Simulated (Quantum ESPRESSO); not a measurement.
# CaO (Fm-3m): phonons against volume, part 4 of 9

Which modes of CaO drive its thermal expansion?

Experimental results on record:
- heat capacity C_P per formula unit 42.2 J/mol/K and bulk modulus 113 GPa near room temperature (given in “High-Throughput Prediction of Finite-Temperature Properties using the Quasi-Harmonic Approximation”, 2016, arXiv:1603.06924)

Quantum ESPRESSO 7.5; DFT LDA, scalar-relativistic, plane waves, GBRV ultrasoft pseudopotentials.

So far. Step 3 (Relaxation): After the last step pw.x solved the final cell once more on a basis chosen for it, which moves the energy without moving the atoms. Step 4 (Self-consistent run): On a basis chosen for the relaxed cell the pressure is 0.049 GPa, small enough for phonons.

## (5) Zone-centre response

In a polar crystal the Born charges and ε∞ give the long-range dipole term that a finite supercell misses. They are those of this k-mesh and were not tested on a denser one; where the gap is small they converge slowly, and the LO modes with them.

File ph.in:

```
phonons
&inputph
   prefix = 'x'
   outdir = './tmp'
   fildyn = 'x.dyn'
   tr2_ph = 1.0d-18
   epsil = .true.
/
0.000000000 0.000000000 0.000000000
```

File scf.in:

```
&control
   calculation = 'scf'
   prefix = 'x'
   outdir = './tmp'
   pseudo_dir = './pseudo'
   tprnfor = .true.
   tstress = .true.
/
&system
   ibrav = 0
   nat = 2
   ntyp = 2
   ecutwfc = 45.0
   ecutrho = 270.0
   occupations = 'fixed'
   nbnd = 10
/
&electrons
   conv_thr = 1.0d-12
   mixing_beta = 0.7
   electron_maxstep = 100
/
ATOMIC_SPECIES
 Ca     40.0780  Ca.upf
 O      15.9990  O.upf
CELL_PARAMETERS angstrom
     0.000000000    2.354529689    2.354529689
     2.354529689    0.000000000    2.354529689
     2.354529689    2.354529689    0.000000000
ATOMIC_POSITIONS crystal
 Ca     0.000000000   0.000000000   0.000000000
 O      0.500000000   0.500000000   0.500000000
K_POINTS automatic
 8 8 8 0 0 0
```

Launch:

```console
$ OMP_NUM_THREADS=1 mpirun -n 8 ph.x -nk 8 -in ph.in > ph.out
```

What it wrote:

```text
[banner, memory and clock lines left out]
Program PHONON v.7.5

     ./tmp/x.save/

     IMPORTANT: XC functional enforced from input :
     Exchange-correlation= PZ
                           (   1   1   0   0   0   0   0)
     Any further DFT definition will be discarded
     Please, verify this is what you really want

     G-vector sticks info

     Check: negative core charge=   -0.000003
     Reading collected, re-writing distributed wavefunctions in ./tmp/

     Number and degeneracy of irreps per q-point
       N         xq(1)         xq(2)         xq(3)   N irreps
       1   0.000000000   0.000000000   0.000000000       2
        3   3

     Calculation of q =    0.0000000   0.0000000   0.0000000

     phonons

     bravais-lattice index     =            0
     lattice parameter (alat)  =       6.2924  a.u.
     unit-cell volume          =     176.1729 (a.u.)^3
     number of atoms/cell      =            2
     number of atomic types    =            2
     kinetic-energy cut-off    =      45.0000  Ry
     charge density cut-off    =     270.0000  Ry
     convergence threshold     =      1.0E-18
     beta                      =       0.7000
     number of iterations used =            4
     Exchange-correlation= PZ
                           (   1   1   0   0   0   0   0)

     celldm(1)=    6.29242  celldm(2)=    0.00000  celldm(3)=    0.00000
     celldm(4)=    0.00000  celldm(5)=    0.00000  celldm(6)=    0.00000

     crystal axes: (cart. coord. in units of alat)
               a(1) = (  0.0000  0.7071  0.7071 )
               a(2) = (  0.7071  0.0000  0.7071 )
               a(3) = (  0.7071  0.7071  0.0000 )

     reciprocal axes: (cart. coord. in units 2 pi/alat)
               b(1) = ( -0.7071  0.7071  0.7071 )
               b(2) = (  0.7071 -0.7071  0.7071 )
               b(3) = (  0.7071  0.7071 -0.7071 )

     Atoms inside the unit cell:

     Cartesian axes

     site n.  atom      mass           positions (alat units)
        1  Ca     40.0780   tau(    1) = (    0.00000    0.00000    0.00000  )
        2  O      15.9990   tau(    2) = (    0.70711    0.70711    0.70711  )

     Computing dynamical matrix for
                    q = (   0.0000000   0.0000000   0.0000000 )

     49 Sym.Ops. (with q -> -q+G )

     G cutoff =  270.7947  (  13323 G-vectors)     FFT grid: ( 36, 36, 36)
     G cutoff =  180.5298  (   7239 G-vectors)  smooth grid: ( 27, 27, 27)
     number of k points=    29
                       cart. coord. in units 2pi/alat
        k(    1) = (   0.0000000   0.0000000   0.0000000), wk =   0.0039062
        k(    2) = (   0.0883883   0.0883883  -0.0883883), wk =   0.0312500
        k(    3) = (   0.1767767   0.1767767  -0.1767767), wk =   0.0312500
        k(    4) = (   0.2651650   0.2651650  -0.2651650), wk =   0.0312500
        k(    5) = (  -0.3535534  -0.3535534   0.3535534), wk =   0.0156250
        k(    6) = (   0.1767767   0.0000000   0.0000000), wk =   0.0234375
        k(    7) = (   0.2651650   0.0883883  -0.0883883), wk =   0.0937500
        k(    8) = (   0.3535534   0.1767767  -0.1767767), wk =   0.0937500
        k(    9) = (  -0.2651650  -0.4419417   0.4419417), wk =   0.0937500
        k(   10) = (  -0.1767767  -0.3535534   0.3535534), wk =   0.0937500
        k(   11) = (  -0.0883883  -0.2651650   0.2651650), wk =   0.0937500
        k(   12) = (   0.0000000  -0.1767767   0.1767767), wk =   0.0468750
        k(   13) = (   0.3535534   0.0000000   0.0000000), wk =   0.0234375
        k(   14) = (   0.4419417   0.0883883  -0.0883883), wk =   0.0937500
        k(   15) = (  -0.1767767  -0.5303301   0.5303301), wk =   0.0937500
        k(   16) = (  -0.0883883  -0.4419417   0.4419417), wk =   0.0937500
[...]
k(   22) = (   0.3535534   0.1767767   0.0000000), wk =   0.0937500
        k(   23) = (  -0.2651650  -0.4419417   0.6187184), wk =   0.1875000
        k(   24) = (  -0.1767767  -0.3535534   0.5303301), wk =   0.0937500
        k(   25) = (  -0.1767767  -0.5303301   0.7071068), wk =   0.0937500
        k(   26) = (  -0.0883883  -0.4419417   0.6187184), wk =   0.1875000
        k(   27) = (   0.0000000  -0.3535534   0.5303301), wk =   0.0937500
        k(   28) = (  -0.7071068   0.1767767  -0.0000000), wk =   0.0468750
        k(   29) = (  -0.7071068   0.3535534   0.0000000), wk =   0.0234375

     PseudoPot. # 1 for Ca read from file:
     ./pseudo/Ca.upf
     Pseudo is Ultrasoft + core correction, Zval = 10.0
     Using radial grid of  845 points,  6 beta functions with:
                l(1) =   0
                l(2) =   0
                l(3) =   1
                l(4) =   1
                l(5) =   2
                l(6) =   2
     Q(r) pseudized with  8 coefficients,  rinner =    1.500   1.500   1.500
                                                       1.500   1.500

     PseudoPot. # 2 for O  read from file:
     ./pseudo/O.upf
     Pseudo is Ultrasoft + core correction, Zval =  6.0
     Using radial grid of  737 points,  5 beta functions with:
                l(1) =   0
                l(2) =   0
                l(3) =   1
                l(4) =   1
                l(5) =   2
     Q(r) pseudized with  8 coefficients,  rinner =    0.900   0.900   0.900
                                                       0.900   0.900

     Mode symmetry, O_h (m-3m)  point group:

     Electric field:
     Dielectric constant
     Born effective charges as d Force / d E

     Atomic displacements:
     There are    2 irreducible representations

     Representation     1      3 modes -  To be done

     Representation     2      3 modes -  To be done

     Alpha used in Ewald sum =   2.7000

     Electric Fields Calculation

      thresh= 1.000E-02 alpha_mix =  0.700 |ddv_scf|^2 =  4.668E-08

      thresh= 2.161E-05 alpha_mix =  0.700 |ddv_scf|^2 =  3.446E-09

      thresh= 5.871E-06 alpha_mix =  0.700 |ddv_scf|^2 =  1.232E-10

      thresh= 1.110E-06 alpha_mix =  0.700 |ddv_scf|^2 =  2.989E-12

      thresh= 1.729E-07 alpha_mix =  0.700 |ddv_scf|^2 =  4.943E-14

      thresh= 2.223E-08 alpha_mix =  0.700 |ddv_scf|^2 =  2.004E-16

      thresh= 1.416E-09 alpha_mix =  0.700 |ddv_scf|^2 =  8.509E-18

      thresh= 2.917E-10 alpha_mix =  0.700 |ddv_scf|^2 =  6.798E-21

     End of electric fields calculation

          Dielectric constant in cartesian axis

          (       3.877104100      -0.000000000      -0.000000000 )
          (      -0.000000000       3.877104100      -0.000000000 )
          (      -0.000000000      -0.000000000       3.877104100 )

          Effective charges (d Force / dE) in cartesian axis without acoustic sum rule applied (asr)

           atom    1  Ca    Mean Z*:        2.37643
      Ex  (        2.37643       -0.00000       -0.00000 )
      Ey  (       -0.00000        2.37643       -0.00000 )
      Ez  (       -0.00000       -0.00000        2.37643 )
           atom    2  O     Mean Z*:       -2.37743
      Ex  (       -2.37743        0.00000       -0.00000 )
      Ey  (        0.00000       -2.37743       -0.00000 )
      Ez  (       -0.00000       -0.00000       -2.37743 )

          Effective charges Sum: Mean:       -0.00100
             -0.00100       -0.00000       -0.00000
              0.00000       -0.00100       -0.00000
             -0.00000       -0.00000       -0.00100

          Effective charges (d Force / dE) in cartesian axis with asr applied:
           atom    1  Ca    Mean Z*:        2.37693
      E*x (        2.37693       -0.00000       -0.00000 )
      E*y (       -0.00000        2.37693        0.00000 )
      E*z (        0.00000        0.00000        2.37693 )
           atom    2  O     Mean Z*:       -2.37693
      E*x (       -2.37693        0.00000        0.00000 )
      E*y (        0.00000       -2.37693       -0.00000 )
      E*z (       -0.00000       -0.00000       -2.37693 )

     Representation #   1 modes #   1   2   3

     Self-consistent Calculation

      thresh= 1.000E-02 alpha_mix =  0.700 |ddv_scf|^2 =  1.059E-06

      thresh= 1.029E-04 alpha_mix =  0.700 |ddv_scf|^2 =  1.635E-08

      thresh= 1.278E-05 alpha_mix =  0.700 |ddv_scf|^2 =  5.109E-10

      thresh= 2.260E-06 alpha_mix =  0.700 |ddv_scf|^2 =  1.595E-12

      thresh= 1.263E-07 alpha_mix =  0.700 |ddv_scf|^2 =  5.142E-15

      thresh= 7.171E-09 alpha_mix =  0.700 |ddv_scf|^2 =  1.157E-16

      thresh= 1.076E-09 alpha_mix =  0.700 |ddv_scf|^2 =  4.078E-19

     End of self-consistent calculation

     Convergence has been achieved

     Representation #   2 modes #   4   5   6

     Self-consistent Calculation

      thresh= 1.000E-02 alpha_mix =  0.700 |ddv_scf|^2 =  1.917E-06

      thresh= 1.384E-04 alpha_mix =  0.700 |ddv_scf|^2 =  1.846E-07

      thresh= 4.297E-05 alpha_mix =  0.700 |ddv_scf|^2 =  1.032E-09

      thresh= 3.212E-06 alpha_mix =  0.700 |ddv_scf|^2 =  8.527E-13

      thresh= 9.234E-08 alpha_mix =  0.700 |ddv_scf|^2 =  1.742E-14

      thresh= 1.320E-08 alpha_mix =  0.700 |ddv_scf|^2 =  1.445E-16

      thresh= 1.202E-09 alpha_mix =  0.700 |ddv_scf|^2 =  2.288E-18

      thresh= 1.513E-10 alpha_mix =  0.700 |ddv_scf|^2 =  1.669E-20

     End of self-consistent calculation

     Convergence has been achieved

     Number of q in the star =    1
     List of q in the star:
          1   0.000000000   0.000000000   0.000000000

          Dielectric constant in cartesian axis

          (       3.877104100      -0.000000000      -0.000000000 )
          (      -0.000000000       3.877104100      -0.000000000 )
          (      -0.000000000      -0.000000000       3.877104100 )

          Effective charges (d Force / dE) in cartesian axis without acoustic sum rule applied (asr)

           atom    1  Ca    Mean Z*:        2.37643
      Ex  (        2.37643       -0.00000       -0.00000 )
      Ey  (       -0.00000        2.37643       -0.00000 )
      Ez  (       -0.00000       -0.00000        2.37643 )
           atom    2  O     Mean Z*:       -2.37743
      Ex  (       -2.37743        0.00000       -0.00000 )
      Ey  (        0.00000       -2.37743       -0.00000 )
      Ez  (       -0.00000       -0.00000       -2.37743 )

          Effective charges Sum: Mean:       -0.00100
             -0.00100       -0.00000       -0.00000
              0.00000       -0.00100       -0.00000
             -0.00000       -0.00000       -0.00100

          Effective charges (d Force / dE) in cartesian axis with asr applied:
           atom    1  Ca    Mean Z*:        2.37693
      E*x (        2.37693       -0.00000       -0.00000 )
      E*y (       -0.00000        2.37693        0.00000 )
      E*z (        0.00000        0.00000        2.37693 )
           atom    2  O     Mean Z*:       -2.37693
      E*x (       -2.37693        0.00000        0.00000 )
      E*y (        0.00000       -2.37693       -0.00000 )
      E*z (       -0.00000       -0.00000       -2.37693 )

     Diagonalizing the dynamical matrix

     q = (    0.000000000   0.000000000   0.000000000 )

 **************************************************************************
     freq (    1) =      -0.335945 [THz] =     -11.205931 [cm-1]
     freq (    2) =      -0.335945 [THz] =     -11.205931 [cm-1]
     freq (    3) =      -0.335945 [THz] =     -11.205931 [cm-1]
     freq (    4) =       8.751950 [THz] =     291.933636 [cm-1]
     freq (    5) =       8.751950 [THz] =     291.933636 [cm-1]
     freq (    6) =       8.751950 [THz] =     291.933636 [cm-1]
 **************************************************************************

     Mode symmetry, O_h (m-3m)  point group:

     freq (   1-   3) =        -11.2  [cm-1]   --> T_1u G_15  G_4- I
     freq (   4-   6) =        291.9  [cm-1]   --> T_1u G_15  G_4- I
```

Wall time 19 s (8 MPI ranks of Arm Neoverse V2, shared host); 2.5 min of CPU time.

Numbers from this step:

```yaml
gamma_frequencies: -11.21, -11.21, -11.21, 291.9, 291.9, 291.9 cm⁻¹ (negative: imaginary)
gamma_symmetry: T_1u G_15 G_4- I, T_1u G_15 G_4- I, T_1u G_15 G_4- I, T_1u G_15 G_4- I, T_1u G_15 G_4- I, T_1u G_15 G_4- I
```

ε∞:

```
3.88 0.00 0.00
0.00 3.88 0.00
0.00 0.00 3.88
```

Born charge (rows field, columns displacement), before the sum rule (e), principal values of the symmetric part by kind of site:

```
atom  atoms with these values    low  middle   high   mean
 Ca1                        1   2.38    2.38   2.38   2.38
  O2                        1  -2.38   -2.38  -2.38  -2.38
```

In full for O2:

```
-2.38  0.00  0.00
 0.00 -2.38  0.00
 0.00  0.00 -2.38
```

The Born charges sum to zero within 1.0e-3 e; the rest is removed before use. Acoustic frequencies in this log differ from zero by the error of the sum rule, which ph.x does not impose.

[end of part 4 of 9]

[Logs are printed without paths, hosts, clocks, repeated set-up lines and the standing remarks that a program may print on its own settings, such as how far it seeks lower states.]

[Hosts, paths, dates, database ids (printed as entryN), source tags and the programs' standing remarks are cut or masked in the printed files.]

[A step with changed settings may run another functional than the one named; its input shows which.]

[Of the runs on displaced cells, only some may be shown.]
